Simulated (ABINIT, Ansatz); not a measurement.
# How the form of the self-energy moves the gap of YScB2O6 (R-3), part 2 of 2

Aim: compare treatments of exchange, screening and correlation for the gap of YScB2O6 (R-3).

ABINIT 10.8.3; LDA and many-body steps on it, plane waves. Known limits of the many-body steps: not at the basis limit; no spin-orbit coupling; coarse k mesh.

So far. Step 5 (G0W0, Hybertsen-Louie plasmon pole): Against G0W0 in ABINIT (2×2×2 mesh, 106 bands, screening to 114.3 eV, Godby-Needs plasmon pole), the gap moves by +0.605 eV. Step 6 (G0W0, Engel-Farid plasmon pole): Against G0W0 in ABINIT (2×2×2 mesh, 106 bands, screening to 114.3 eV, Godby-Needs plasmon pole), the gap moves by +0.098 eV.

### Step 7. One-shot Hartree-Fock

This step: one-shot Hartree-Fock on LDA, plane waves, norm-conserving pseudopotentials.

Contents of run.abi:

```
acell 3*1.0 Angstrom
rprim 
  2.455259121368 1.417544514628 5.373024847406
  -2.455259121368 1.417544514628 5.373024847406
  0.000000000000 -2.835089029328 5.373024847387
ntypat 4
znucl 39 21 5 8
natom 10
typat 1 2 3 3 4 4 4 4 4 4
xred 
  0.500000000000 0.500000000000 0.500000000000
  0.000000000000 0.000000000000 0.000000000000
  0.255007000000 0.255007000000 0.255007000000
  0.744993000000 0.744993000000 0.744993000000
  0.233543000000 0.545880000000 0.981547000000
  0.981547000000 0.233543000000 0.545880000000
  0.545880000000 0.981547000000 0.233543000000
  0.018453000000 0.766457000000 0.454120000000
  0.454120000000 0.018453000000 0.766457000000
  0.766457000000 0.454120000000 0.018453000000
pp_dirpath "pseudos"
pseudos "Y.upf, Sc.upf, B.upf, O.upf"
ecut 36
ngkpt 2 2 2
nshiftk 1
shiftk 0 0 0
kptopt 1
chksymbreak 0
istwfk *1
occopt 1
irdwfk 1
optdriver 4
nband 36
gwcalctyp 5
ecutsigx 36
symsigma 1
nkptgw 2
kptgw 
  0.5000000000 0.5000000000 0.0000000000
  0.0000000000 0.0000000000 0.0000000000
bdgw 
  31 34
  31 34
ixc_sigma 40
fftgw 31
indata_prefix "in"
outdata_prefix "out"
tmpdata_prefix "tmp"
```

On the command line:

```bash
OMP_NUM_THREADS=1 mpirun -n 4 abinit run.abi > log
```

Numbers of over 12 decimals in the logs are rounded to 6 here.

What it wrote:

```text
.Version 10.8.3 of ABINIT. v10.8.2 released Aug 2026.

 Symmetries : space group R-3 (#148); Bravais hR (rhombohedral)
[... echo of the input left out ...]
== DATASET  1 ==================================================================
-   mpi_nproc: 4, omp_nthreads: 1 (-1 if OMP is not activated)

--- !DatasetInfo
iteration_state: {dtset: 1, }
dimensions: {natom: 10, nkpt: 4, mband: 36, nsppol: 1, nspinor: 1, nspden: 1, mpw: 7863, }
cutoff_energies: {ecut:  36.0, pawecutdg:  -1.0, }
[...]
Band     E0 <VxcDFT>   SigX SigC(E0)      Z dSigC/dE  Sig(E)    E-E0       E
[...]
33   8.242 -18.002  -9.593   0.000   1.000   0.000  -9.593   8.410  16.652
       34   8.242 -18.002  -9.593   0.000   1.000   0.000  -9.593   8.410  16.652

== END DATASET(S) ==============================================================
================================================================================

 -outvars: echo values of variables after computation  --------
           etotal      0.0000000000E+00
            nband          36
             nkpt           4
          spgroup         148
 [... the other variables as echoed above ...]

 Calculation completed.
```

Run time: 6.8 s. Hardware: 4 MPI ranks of Arm Neoverse V1, shared host; peak memory 1.1 GiB.

Numbers from this step:

```
quasiparticle gap on the points computed              : 17.18 eV
starting gap on the mesh                              : 4.393 eV
k of the valence top                                  : 0.5, 0.5, 0
k of the conduction bottom                            : 0.5, 0.5, 0
least direct quasiparticle gap on the computed points : 17.18 eV
```

Against G0W0 in ABINIT (2×2×2 mesh, 106 bands, screening to 114.3 eV, Godby-Needs plasmon pole), the gap moves by +9.648 eV.

### Step 8. Screening, 2×2×2 mesh, 106 bands, screening to 114.3 eV

This step: RPA screening on LDA, plane waves, norm-conserving pseudopotentials.

run.abi: that of step 7 with these lines changed.

```diff
@@ -31,16 +31,14 @@
 irdwfk 1
-optdriver 4
-nband 36
-gwcalctyp 5
-ecutsigx 36
-symsigma 1
-nkptgw 2
-kptgw 
-  0.5000000000 0.5000000000 0.0000000000
-  0.0000000000 0.0000000000 0.0000000000
-bdgw 
-  31 34
-  31 34
-ixc_sigma 40
-fftgw 31
+optdriver 3
+nband 106
+ecuteps 4.2
+inclvkb 2
+awtr 1
+symchi 1
+gwcalctyp 2
+nfreqre 16
+freqremax 40 eV
+nfreqim 8
+spmeth 1
+nomegasf 120
 indata_prefix "in"
```

What it wrote:

```text
.Version 10.8.3 of ABINIT. v10.8.2 released Aug 2026.

 Symmetries : space group R-3 (#148); Bravais hR (rhombohedral)
[... echo of the input left out ...]
== DATASET  1 ==================================================================
-   mpi_nproc: 4, omp_nthreads: 1 (-1 if OMP is not activated)

--- !DatasetInfo
iteration_state: {dtset: 1, }
dimensions: {natom: 10, nkpt: 4, mband: 106, nsppol: 1, nspinor: 1, nspden: 1, mpw: 7863, }
cutoff_energies: {ecut:  36.0, pawecutdg:  -1.0, }
electrons: {nelect:   6.40000000E+01, charge:   0.00000000E+00, occopt:   1.00000000E+00, tsmear:   1.00000000E-02, }

 SCREENING: Calculation of the susceptibility and dielectric matrices

 Based on a program developped by R.W. Godby, V. Olevano, G. Onida, and L. Reining.
 Incorporated in ABINIT by V. Olevano, G.-M. Rignanese, and M. Torrent.
.Using double precision arithmetic ; gwpc =  8

[... cell and pseudopotentials left out ...]
--------------------------------------------------------------------------------

 ==== K-mesh for the wavefunctions ====
 Number of points in the irreducible wedge :     4
[... list of points left out ...]
 Together with  6 symmetry operations and time-reversal symmetry
 yields     8 points in the full Brillouin Zone.

 ==== Q-mesh for the screening function ====
 Number of points in the irreducible wedge :     4
[... list of points left out ...]
 Together with  6 symmetry operations and time-reversal symmetry
 yields     8 points in the full Brillouin Zone.

 setmesh: FFT mesh size selected  =    45x   45x   45
          total number of points  =        91125

 vcoul_init : cutoff-mode = AUXILIARY_FUNCTION
 q-points for optical limit:   1
     1)      0.000010    0.000020    0.000030

- screening: taking advantage of time-reversal symmetry
- Maximum band index for partially occupied states nbvw = 32
- Remaining bands to be divided among processors   nbcw = 74
- Number of bands treated by each node ~18

 Number of electrons calculated from density =   64.0000; Expected =   64.0000
 average of density, n =  0.084524
 r_s =    1.4135
 omega_plasma =   28.0443 [eV]

 calculating chi0 at frequencies [eV] :
  1    0.000000E+00    0.000000E+00
  2    2.666667E+00    0.000000E+00
  3    5.333333E+00    0.000000E+00
[...]
23    0.000000E+00    7.142405E+01
 24    0.000000E+00    1.005658E+02

--------------------------------------------------------------------------------
  q-point number  1        q = ( 0.000000, 0.000000, 0.000000) [r.l.u.]
--------------------------------------------------------------------------------
[... chi0 elements left out ...]
  [... further frequencies ...]

 No. of calculated frequencies >  15, stop printing
 For q-point:  0.000010 0.000020 0.000030
  dielectric constant =   3.5176
  dielectric constant without local fields =   3.7823

  Average fulfillment of the sum rule on Im[epsilon] for q-point    1 :     44.34  [%]
[... wings left out ...]
  q-point number  2        q = ( 0.500000, 0.000000, 0.000000) [r.l.u.]
--------------------------------------------------------------------------------
[... chi0 elements left out ...]
  [... further frequencies ...]

 No. of calculated frequencies >  15, stop printing
  Average fulfillment of the sum rule on Im[epsilon] for q-point    2 :     51.16  [%]

 [... 2 further q-points ...]
```

It took 52 s on 4 MPI ranks; peak memory 2.4 GiB.

Numbers from this step:

```
ε∞ with local fields, on this mesh, along the program's q direction : 3.518
the same without local fields                                       : 3.782
plasma frequency                                                    : 28.04 eV
plane waves in the screening matrix                                 : 309
```

### Step 9. G0W0, contour deformation

This step: G0W0 on LDA, plane waves, norm-conserving pseudopotentials.

run.abi: that of step 8 with these lines changed.

```diff
@@ -31,14 +31,16 @@
 irdwfk 1
-optdriver 3
+optdriver 4
 nband 106
+gwcalctyp 2
+ecutsigx 36
+symsigma 1
+nkptgw 2
+kptgw 
+  0.5000000000 0.5000000000 0.0000000000
+  0.0000000000 0.0000000000 0.0000000000
+bdgw 
+  31 34
+  31 34
 ecuteps 4.2
-inclvkb 2
-awtr 1
-symchi 1
-gwcalctyp 2
-nfreqre 16
-freqremax 40 eV
-nfreqim 8
-spmeth 1
-nomegasf 120
+irdscr 1
 indata_prefix "in"
```

What it wrote:

```text
.Version 10.8.3 of ABINIT. v10.8.2 released Aug 2026.

 Symmetries : space group R-3 (#148); Bravais hR (rhombohedral)
[... echo of the input left out ...]
== DATASET  1 ==================================================================
-   mpi_nproc: 4, omp_nthreads: 1 (-1 if OMP is not activated)

--- !DatasetInfo
iteration_state: {dtset: 1, }
dimensions: {natom: 10, nkpt: 4, mband: 106, nsppol: 1, nspinor: 1, nspden: 1, mpw: 7863, }
cutoff_energies: {ecut:  36.0, pawecutdg:  -1.0, }
[...]
Band     E0 <VxcDFT>   SigX SigC(E0)      Z dSigC/dE  Sig(E)    E-E0       E
[...]
34   8.242 -18.002  -9.593  -4.471   0.782  -0.279 -14.924   3.079  11.321
       34   0.000   0.000   0.000   0.000   0.000   0.000   0.000   0.000   0.000

== END DATASET(S) ==============================================================
================================================================================

 -outvars: echo values of variables after computation  --------
           etotal      0.0000000000E+00
            nband         106
             nkpt           4
          spgroup         148
 [... the other variables as echoed above ...]

 Calculation completed.
```

Wall time 10 s (4 MPI ranks); peak memory 1.4 GiB; 40 s of CPU time.

Numbers from this step:

| Property | Result |
| --- | --- |
| G0W0 gap on the points computed | 7.487 eV |
| starting gap on the mesh | 4.393 eV |
| k of the valence top | 0.5, 0.5, 0 |
| k of the conduction bottom | 0.5, 0.5, 0 |
| least direct G0W0 gap on the computed points | 7.487 eV |

Against G0W0 in ABINIT (2×2×2 mesh, 106 bands, screening to 114.3 eV, Godby-Needs plasmon pole), the gap moves by −0.050 eV.

### Step 10. The runs together

Times are wall times on 4 MPI ranks of Arm Neoverse V1, shared host, good to a factor of about two. A run's time includes the screening step that it read.

| run | mesh | bands | screening cutoff (eV) | DFT gap (eV) | gap on the mesh (eV) | direct (eV) | ε∞ used | time |
| --- | --- | --- | --- | --- | --- | --- | --- | --- |
| G0W0, Godby-Needs plasmon pole | 2×2×2 | 106 | 114.3 | 4.393 | 7.537 | 7.537 | 3.51 | 58 s |
| G0W0, Hybertsen-Louie plasmon pole | 2×2×2 | 106 | 114.3 | 4.393 | 8.142 | 8.142 | 3.51 | 58 s |
| G0W0, Engel-Farid plasmon pole | 2×2×2 | 106 | 114.3 | 4.393 | 7.635 | 7.635 | 3.51 | 55 s |
| one-shot Hartree-Fock | 2×2×2 | - | - | 4.393 | 17.185 | 17.185 | - | 6.8 s |
| G0W0, contour deformation | 2×2×2 | 106 | 114.3 | 4.393 | 7.487 | 7.487 | 3.52 | 62 s |

### Step 11. Results

```yaml
g0w0_godby_needs_plasmon_pole: 7.537 eV
g0w0_hybertsen_louie_plasmon_pole: 8.142 eV
g0w0_engel_farid_plasmon_pole: 7.635 eV
one_shot_hartree_fock: 17.185 eV
g0w0_contour_deformation: 7.487 eV
known_limits: not at the basis limit; no spin-orbit coupling; coarse k mesh
```

What this shows: G0W0, Hybertsen-Louie plasmon pole: +0.605 eV against G0W0, Godby-Needs plasmon pole. G0W0, Engel-Farid plasmon pole: +0.098 eV against G0W0, Godby-Needs plasmon pole. One-shot Hartree-Fock: +9.648 eV against G0W0, Godby-Needs plasmon pole. G0W0, contour deformation: −0.050 eV against G0W0, Godby-Needs plasmon pole. Bare exchange alone opens the gap to 17.18 eV; against G0W0, correlation takes back 9.65 eV. Bands and cutoff are finite, so the gap is not at the basis limit. The miss can reach some tenths of an eV and take either sign; the mesh is an error of its own. In the first G0W0 run levels were corrected at 2 k points alone, so a gap called «on the mesh» is the least over those, and an edge elsewhere would be missed. The 2×2×2 mesh is coarse for this cell, which bears on the long-range parts of exchange and screening. The many-body steps are scalar-relativistic: spin-orbit coupling is not in them.

[Paths, hosts, dates, memory and timing lines, banners, echoed tables and standing remarks are left out of the program output.]

[Logs are printed without paths, hosts, clocks, repeated set-up lines and the standing remarks that a program may print on its own settings, such as how far it seeks lower states.]

[Runs of the session that timed out or met a known fault of the program may be left out.]

[No measured gap is set beside runs whose start may be inverted or whose files or cutoffs have a known fault.]

[Hosts, paths, dates, database ids (printed as entryN), source tags and the programs' standing remarks are cut or masked in the printed files.]

[G0W0 gaps are taken among the corrected bands and points alone; a level outside them can change the order at an edge.]

[Where Ansatz stands beside ABINIT at settings called matched, ABINIT's density can come from a denser mesh and the files from another edition; pairs whose starting gaps differed by over 0.03 eV were left out, so agreement reads better than it is.]
